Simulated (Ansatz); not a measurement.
# An extra electron or hole in a frame of liquid Li(F,Br) from 1000 K (116 atoms), part 2 of 4

Does an extra electron or hole in a frame of liquid Li(F,Br) from 1000 K (116 atoms) stay spread out, or do the atoms trap it?

Ansatz 0.2.0; Kohn-Sham DFT, PBE, PAW (set soft_2), plane waves.

The cell: 58 Li, 22 F and 36 Br. The starting topology of bonds comes from the classical model. The ion parameters were fitted for water, not for melts. Sampling is at Γ alone, for a cell whose shortest periodic width is 14 Å. The liquid is relaxed first.

So far. Step 2 (Single point at the start): The r.m.s. force at the start is 0.36 eV/Å. Step 3 (Relaxation): The relaxation converged after 21 steps, 13.8 eV below its start, with a largest force component of 0.046 eV/Å.

### Step 4. Single point at the relaxed geometry

The electronic structure is read at the final geometry, in a run of its own.

Contents of input.yaml:

```yaml
crystal:
  lattice:
    - [13.99184, 0.0, 0.0]
    - [0.0, 13.99184, 0.0]
    - [0.0, 0.0, 13.99184]
  atoms:
    - { symbol: Li, position: [0.13834, 0.91538, 0.53892] }
    - { symbol: Li, position: [0.69391, 0.50408, 0.18734] }
    - { symbol: Li, position: [0.86475, 0.93417, 0.02759] }
    - { symbol: Li, position: [0.92168, 0.66745, 0.4594] }
    - { symbol: Li, position: [0.64245, 0.7787, 0.15953] }
    - { symbol: Li, position: [0.42177, 0.74141, 0.10635] }
    [... 104 atom lines left out ...]
    - { symbol: Br, position: [0.07625, 0.7398, 0.24476] }
    - { symbol: Br, position: [0.98917, 0.02539, 0.49003] }
    - { symbol: Br, position: [0.54905, 0.27668, 0.7746] }
    - { symbol: Br, position: [0.40796, 0.04658, 0.37463] }
    - { symbol: Br, position: [0.64818, 0.18709, 0.02654] }
    - { symbol: Br, position: [0.81772, 0.77344, 0.10507] }
kpoints:
  mp_grid: { grid: [1, 1, 1] }
hamiltonian:
  xc: pbe
scf:
  occupations: { method: fixed }
output:
  forces: true
  stress: true
  populations: true
  dos:
    method: { smearing: { sigma: 0.1 } }
    de: 0.1
    projected: { site_lists: { Br: [Br], F: [F], Li: [Li] } }
  eigenvalues: true
  write_density: true
  write_potential: true
  volumetric_format: npy
```

Run with:

```
ansatz run input.yaml --threads 4 --pin off --max-ram 8192MiB --backend cpu --events-out ev --progress --plain --runs-dir out
```

Output:

```text
[...]
Crystal: 116 atoms, lattice volume = 2739.205 Å³
Basis set: ecut = 420 eV, 53643 PW (Γ), exchange–correlation on 192×192×192 points (8 copies of the dense FFT grid, shifted against one another)
Bands: 406, of which v1, the nominal top of the filled ones, is band 290 counted from 1 (289 counted from 0)
Symmetry: 1 space group operations
[...]
k-points: 1
[...]
SCF iter   1: F=—  HF=-130022.064654 eV  |F-HF|=—  |Δ(HF+E_count)|=         —  Δρ=8.45e-4  dr2=5.04e-2  ethr=1.77e-3  ⟨swp⟩=5.0  Hψ=1427  notcnv=0  defer=110
[...]
SCF iter   9: F=-130022.067529 eV  HF=-130022.067529 eV  |F-HF|=1.76e-8  |Δ(HF+E_count)|=   5.90e-8  Δρ=9.13e-7  dr2=1.92e-8  ethr=1.72e-11  ⟨swp⟩=25.0  Hψ=4268  notcnv=0
SCF 1 converged in 9 iterations: F = -130022.067529 eV  dr2 = 1.92e-8
[...]
WARN: The input density's exchange-correlation potential varies sharply where the density is thin. Do not read a vacuum level from v_tot or v_xc, or from such a field of the output density. On a cell that repeats whose density bears no net charge and no dipole along the vacuum's axis use v_es (v_loc + v_h of the components); [...]
SCF converged after 9 iterations
Free energy (F): -130022.067529 eV
[...]
Internal energy: -130022.067529 eV  (E = F + TS)
E sigma→0 (E₀):  -130022.067529 eV
Fermi energy:    -0.407069 eV
[...]
--- Forces (eV/Å), atoms counted from 1 ---
  atom   1  Li     0.00332861     0.00487074     0.00498355
  atom   2  Li     0.00300680    -0.01063974     0.00496153
  atom   3  Li     0.00443578    -0.00192795     0.00029240
  atom   4  Li    -0.01660914    -0.00246626     0.00522082
  atom   5  Li     0.00602357     0.00404495    -0.01595618
  atom   6  Li    -0.00836210     0.01353538     0.00238584
  atom   7  Li     0.04072211     0.00546211     0.00937478
  atom   8  Li     0.00839997    -0.00728600     0.01794083
  atom   9  Li    -0.00946174     0.00281085     0.00485024
  atom  10  Li    -0.00975307    -0.00688978    -0.00174179
  atom  11  Li     0.00364834    -0.03274284     0.03099097
  atom  12  Li    -0.00427450    -0.00059049    -0.00691116
  atom  13  Li     0.01617008    -0.01690651     0.00945291
  atom  14  Li    -0.00096202    -0.00415836    -0.00407778
[...]
atom 115  Br    -0.01400369    -0.01729067     0.02900083
  atom 116  Br    -0.00974476     0.00738614     0.01626499
  max |Σ_I F_I| component: 2.32e-5 eV/Å
--- Stress (GPa, compression-positive) ---
       -0.976605       0.087010       0.100054
        0.087010      -1.354879      -0.114755
        0.100054      -0.114755      -0.729414
  P = ⅓ Tr σ = -1.0203 GPa (-10.203 kbar)
--- Band table (eV) ---
[...]
--- Löwdin populations: 116 sites ---
  site symbol       q [e]
     0     Li      2.2937
     1     Li      2.3011
     2     Li      2.3247
[...]
115     Br      7.5664
  spilling = 0.006047 (of n_electrons = 580.000000)
```

It took 51 s on 4 threads of Arm Neoverse V1, shared host; peak memory 3.2 GiB; 3.2 min of CPU time.

The program notes that the exchange-correlation potential is rough where the density is thin.

Numbers from this run:

```yaml
free_energy: -130022.0675 eV
free_energy_per_atom: -1120.8799 eV/atom
scf_cycles: 9
pressure: -1.02 GPa
r_m_s_force_component: 0.01282 eV/Å
longest_force: 0.0648 eV/Å
fermi_energy: -0.4071 eV
spacing_of_highest_filled_and_lowest_empty_level: 4.162 eV
spilling_of_the_projection: 0.006047
```

Löwdin charges by element and coordination (they lack the spilled electrons, 0.030 e an atom on average):

```
element  coordination  atoms  mean charge (e)  spread   least    most
     Br           all     36           -0.577  0.0135  -0.614  -0.553
     Br             3      7           -0.592  0.0158  -0.614  -0.562
     Br             4     18           -0.578  0.0087  -0.599  -0.566
     Br             5     11           -0.565  0.0057  -0.572  -0.553
      F           all     22           -0.771   0.007  -0.786  -0.756
      F             3      7           -0.779  0.0045  -0.786  -0.772
      F             4     15           -0.767  0.0042  -0.774  -0.756
     Li           all     58            0.711   0.031   0.635   0.769
     Li             3      8            0.741  0.0148   0.722   0.764
     Li             4     45            0.703  0.0303   0.635   0.769
     Li             5      5            0.729  0.0132   0.716   0.750
```

States in the cell by windows of 1 eV, zero at the Fermi level; the larger projections on atomic orbitals stand beside the total:

```
from (eV)  to (eV)  total  Br p   F p  Li s  Br s
      -18      -14    0.0   0.0   0.0   0.0   0.0
      -14      -13   12.1   0.0   0.0   1.3  10.8
      -13      -12   59.9   0.0   0.0   4.3  55.4
      -12       -5    0.0   0.0   0.0   0.0   0.0
       -5       -4    8.8   0.2   8.2   0.3   0.0
       -4       -3   93.8   3.5  86.9   2.2   0.1
       -3       -2   36.3   7.8  26.9   1.1   0.1
       -2       -1  104.5  93.5   4.4   5.2   0.3
       -1        0  102.6  98.4   2.0   1.2   0.1
        0        1    2.0   2.0   0.0   0.0   0.0
        1        4    0.0   0.0   0.0   0.0   0.0
        4        5    2.0   0.0   0.0   1.5   0.4
```

With fixed occupations the program's Fermi level is the highest filled level; weight inside the gap is the broadening of levels at its edges.

Between -26 and -18 eV lie 44 more states.

The levels nearest the highest filled one (over half full), pooled over k-points and spins:

```
level less the highest filled one (eV)  occupation
                                -0.222           2
                                -0.212           2
                                -0.141           2
                                -0.133           2
                                -0.117           2
                                     0           2
                                  4.16           0
                                  5.11           0
                                  5.18           0
                                  5.23           0
                                  5.29           0
                                  5.32           0
```

Valence density in the bc plane at fractional x = 0.055, with atoms of Li and F and Br within 0.2 Å of it. It is the smooth field of the valence electrons, not physical close to the nuclei.

Values in units of 1e0 e/Å³, 13 rows by 16 columns, each cell a mean:
```
0.1 0.0 0.0 0.2 0.2 0.1 0.1 0.1 0.0 0.0 0.0 0.0 0.0 0.3 0.8 0.8
0.0 0.1 0.3 0.1 0.1 0.4 0.9 0.5 0.1 0.0 0.1 0.0 0.0 0.0 0.1 0.1
0.4 0.3 5.5 1.5 0.1 0.4 0.8 0.4 0.1 0.1 0.1 0.0 0.0 0.0 0.1 1.2
0.6 0.1 0.4 0.1 0.0 0.0 0.1 0.0 0.0 0.0 0.0 0.0 0.0 0.0 0.2 2.0
0.0 0.0 0.0 0.0 0.0 0.1 0.0 0.0 0.0 0.0 0.1 0.5 0.5 0.1 0.0 0.0
0.2 0.1 0.0 0.0 0.1 0.2 0.1 0.0 0.5 0.4 0.3 0.9 0.9 0.3 0.0 0.1
0.6 0.2 0.0 0.0 0.1 0.1 0.1 0.0 0.3 0.3 0.1 0.4 0.4 0.1 0.0 0.3
0.2 0.1 0.0 0.0 0.2 2.8 0.1 0.0 0.3 0.5 0.1 0.0 0.0 0.0 0.0 0.1
0.4 3.0 0.1 0.0 0.1 0.6 1.4 0.3 2.1 0.2 0.1 0.2 0.2 0.0 0.0 0.0
0.8 0.6 0.0 0.0 0.0 0.6 5.3 0.7 0.5 0.1 0.2 0.9 0.9 0.2 0.0 0.1
1.6 1.0 0.1 0.1 0.1 0.1 0.1 0.0 0.0 0.0 0.1 0.6 0.6 0.1 1.7 0.8
0.1 0.1 0.2 0.7 0.7 0.1 0.0 0.0 0.0 0.0 0.0 0.0 0.0 0.0 0.3 0.2
0.1 0.0 0.3 0.8 0.8 0.2 0.0 0.0 0.0 0.0 0.0 0.0 0.0 0.3 0.8 0.7
```
Columns run along b (14.0 Å), rows up along c (14.0 Å). Atoms in or near the plane, at fractional coordinates: Li at (0.08, 0.34), Li at (0.33, 0.40), Li at (0.53, 0.32), Li at (0.92, 0.17), F at (0.16, 0.80), F at (0.40, 0.28), Br at (0.24, 0.06), Br at (0.74, 0.57), Br at (0.92, 0.99).

Electrostatic potential energy in the bc plane at fractional x = 0.055, with atoms of Li and F and Br within 0.2 Å of it. With pseudopotentials it is smooth inside the atoms' cores, unlike the true potential.

Ten even steps from '0' (-47 eV) to '9' (6 eV), each cell a mean:
```
999999999899999999999999999999999700006
999999999999999999999999999999999974468
999999999999986336899999999999999999999
988998679999982002799888899999999999999
889982027999986336899878899999999999988
699996469999999999999999999999999999842
898889999999999999999999999999999999965
998889999999999999999999999999999999999
999999999999999999999999999865799999999
999999999999999999998889998200059999999
999999999999999999986457997200059999999
878999999999999999987568999854689999998
778999999999999999999999999999999999998
989999999997557899999999999999999999999
987789999986325899999999999999999999999
873248999998778899975579999999999999999
975468999999995226863468999865799999999
988899999999994126987789997200169999999
833699999999998889999999998300179987789
866899999999988999999999999866899874358
999999998889999999999999999999999975568
999999862126999999999999999999999998899
999999820002899999999999999999999986689
999999962126999999999999999999999710017
```
Columns run along b (14.0 Å; values clipped at the 3rd and 97th percentile), rows up along c (14.0 Å). Atoms in or near the plane, at fractional coordinates: Li at (0.08, 0.34), Li at (0.33, 0.40), Li at (0.53, 0.32), Li at (0.92, 0.17), F at (0.16, 0.80), F at (0.40, 0.28), Br at (0.24, 0.06), Br at (0.74, 0.57), Br at (0.92, 0.99).

Between filled and empty levels lie 4.16 eV (at Γ alone); a semilocal functional tends to put such gaps too low. In a disordered cell it changes from sample to sample and from frame to frame. Mean Löwdin charges: Br -0.58, F -0.77, Li +0.71 e (they miss 0.60 % of the electrons, so they add up to more than the cell's charge). The largest share in the top eV of filled states is Br p (97 % of the projected weight), and in the lowest eV of empty states Li s (77 % of the projected weight).

### Step 5. An extra electron, atoms held

The electron count changes by one with the atoms held: a vertical process, on a uniform background, with spin and a narrow Fermi–Dirac smearing. Its energy against the neutral cell hangs on the program's zero of potential.

Contents of input.yaml:

```yaml
crystal:
  lattice:
    - [13.99184, 0.0, 0.0]
    - [0.0, 13.99184, 0.0]
    - [0.0, 0.0, 13.99184]
  atoms:
    [... the 116 atom lines of step 4 ...]
total_charge: -1
kpoints:
  mp_grid: { grid: [1, 1, 1] }
hamiltonian:
  xc: pbe
scf:
  occupations: { method: fermi_dirac, width: 0.01 }
  lower_state_search: "off"
output:
  forces: true
  stress: true
  populations: true
  dos:
    method: { smearing: { sigma: 0.15 } }
    de: 0.1
    projected: { site_lists: { Br: [Br], F: [F], Li: [Li] } }
  eigenvalues: true
  write_density: true
  write_potential: true
  volumetric_format: npy
magnetization:
  spin_polarized: true
  initial_magnetization: 1
```

Output:

```text
[...]
Crystal: 116 atoms, lattice volume = 2739.205 Å³
Basis set: ecut = 420 eV, 53643 PW (Γ), exchange–correlation on 192×192×192 points (8 copies of the dense FFT grid, shifted against one another)
Bands: 407, of which v1, the nominal top of the filled ones, is band 291 counted from 1 (290 counted from 0)
Symmetry: 1 space group operations
[...]
k-points: 1
[...]
Starting moments: Σ|m| = 1 μB on 116 of 116 sites
[...]
SCF iter   1: F=—  HF=-130050.908055 eV  |F-HF|=—  |Δ(HF+E_count)|=         —  Δρ=3.32e-2 (↑3.32e-2 ↓3.32e-2)  dr2=1.25e2  dr2_m=1.57e-2  M=1.000 μB ∫|m|=1.009 μB  β_m=1.00  ethr=3.10e-3  ⟨swp⟩=7.0  Hψ=3910  notcnv=0  defer=142
[...]
spin=Collinear: Resta preconditioning applied to the charge; magnetization (m = ρ↑ − ρ↓) channel mixes plain (no charge-response kernel on spin).
SCF iter   2: F=—  HF=-130025.643506 eV  |F-HF|=—  |Δ(HF+E_count)|=         —  Δρ=1.17e-2 (↑1.16e-2 ↓1.17e-2)  dr2=2.76e1  dr2_m=8.38e-4  M=0.993 μB ∫|m|=1.038 μB  β_m=0.30  ethr=3.10e-3  ⟨swp⟩=2.0  Hψ=1416  notcnv=0  defer=220
[...]
SCF iter  10: F=—  HF=-130018.338782 eV  |F-HF|=—  |Δ(HF+E_count)|=   2.22e-3  Δρ=7.49e-5 (↑7.49e-5 ↓7.39e-5)  dr2=8.02e-5  dr2_m=1.27e-4  M=0.167 μB ∫|m|=0.191 μB  β_m=0.30  ethr=1.32e-7  ⟨swp⟩=3.0  Hψ=959  notcnv=0  defer=220
[...]
spin-set hold released at iteration 10 (site moments contracting): the magnetisation degrees of freedom join the quasi-Newton model from the next iteration; the mixer history was flushed
SCF iter  11: F=—  HF=-130018.341079 eV  |F-HF|=—  |Δ(HF+E_count)|=   2.30e-3  Δρ=5.80e-5 (↑5.80e-5 ↓5.67e-5)  dr2=4.93e-5  dr2_m=7.76e-5  M=0.143 μB ∫|m|=0.163 μB  β_m=0.65  ethr=1.38e-8  ⟨swp⟩=2.0  Hψ=1222  notcnv=0  defer=220
[...]
SCF iter  17: F=-130018.341730 eV  HF=-130018.341730 eV  |F-HF|=3.84e-9  |Δ(HF+E_count)|=   1.63e-9  Δρ=1.57e-7 (↑1.32e-7 ↓1.57e-7)  dr2=2.67e-9  dr2_m=2.59e-10  M=-0.000 μB ∫|m|=0.000 μB  ethr=5.83e-12  ⟨swp⟩=6.0  Hψ=3835  notcnv=0
WARN: the starting moments were not kept: the SCF closed with an absolute magnetisation of 4.6e-4 μB, where they sum to 1 μB in size (116 sites). That is at most 0.1 of that sum. Measured as dr2_m measures the in/out step, that magnetisation stands 2.9e-10 eV from none, [...]
SCF 1 converged in 17 iterations: F = -130018.341730 eV  dr2 = 2.67e-9
[...]
SCF converged after 17 iterations
Magnetization: -0.0004 μB (290.4998 up, 290.5002 down)
Absolute magnetization: 0.0005 μB (∫|ρ↑−ρ↓|, with the PAW one-centre terms)
[...]
Per-site moments (μB) at R_I (Å): [(-2.661408e-7, 0.743614), (-2.296890e-7, 0.750254), (-4.123737e-7, 0.796760), (-1.521487e-7, 0.764269), (-9.884612e-7, 1.027823), [...]
Free energy (F): -130018.341730 eV
[...]
Internal energy: -130018.327867 eV  (E = F + TS)
E sigma→0 (E₀):  -130018.334799 eV
Entropy (-TS):   -0.013863 eV (-0.120 meV/atom)
Fermi energy:    3.722904 eV
[...]
--- Forces (eV/Å), atoms counted from 1 ---
  atom   1  Li    -0.00887441     0.02533789    -0.01795803
  atom   2  Li     0.00448681    -0.01829451    -0.00001206
  atom   3  Li     0.00694427     0.01081034     0.04440750
  atom   4  Li    -0.00616092     0.00556257    -0.01271223
  atom   5  Li     0.02213956     0.01904462    -0.02082180
  atom   6  Li    -0.02227112     0.01648183    -0.00387394
  atom   7  Li     0.04588660     0.01779361    -0.00739143
  atom   8  Li     0.01896573    -0.01918937     0.03216033
  atom   9  Li    -0.03000109    -0.00843637     0.01930949
  atom  10  Li    -0.01972012    -0.01407637    -0.00804762
  atom  11  Li     0.00228156    -0.02088240     0.04391093
  atom  12  Li     0.00207755     0.00731279    -0.01317509
  atom  13  Li     0.02795689    -0.02381122    -0.00638639
  atom  14  Li    -0.01378791    -0.01052299     0.00099406
[...]
atom 115  Br    -0.01751241    -0.00378724     0.01066725
  atom 116  Br    -0.02509823    -0.02180156    -0.00459242
  max |Σ_I F_I| component: 2.98e-5 eV/Å
--- Stress (GPa, compression-positive) ---
       -0.992861       0.082646       0.094034
        0.082646      -1.366310      -0.117931
        0.094035      -0.117931      -0.754478
  P = ⅓ Tr σ = -1.0379 GPa (-10.379 kbar)
--- Band table (eV) ---
[...]
--- Löwdin populations: 116 sites ---
  site symbol       q [e]    m [muB]
     0     Li      2.3073    -0.0000
     1     Li      2.3133    -0.0000
     2     Li      2.3418    -0.0000
[...]
115     Br      7.5712    -0.0000
  spilling = 0.006119 (of n_electrons = 581.000000)
```

Run time: 2.5 min. Hardware: 4 threads; peak memory 5.5 GiB; 9.7 min of CPU time.

The program notes that starting moments were not kept.

An extra electron, atoms held: the energy stands 3.73 eV above that of the reference. An odd electron should give 1 μB; this run ended with the carrier shared between both spins.

The levels nearest the highest filled one (over half full), pooled over k-points and spins:

```
level less the highest filled one (eV)  occupation
                                 -4.18           1
                                 -4.18           1
                                     0         0.5
                                     0         0.5
                                 0.956           0
                                 0.956           0
                                  1.03           0
                                  1.03           0
```

(Part 2 of 4 ends here.)

[Long decimals in the printed logs are rounded to 6 places.]

[Logs are printed without paths, hosts, clocks, repeated set-up lines and the standing remarks that a program may print on its own settings, such as how far it seeks lower states.]

[Hosts, paths, dates, database ids (printed as entryN), source tags and the programs' standing remarks are cut or masked in the printed files.]
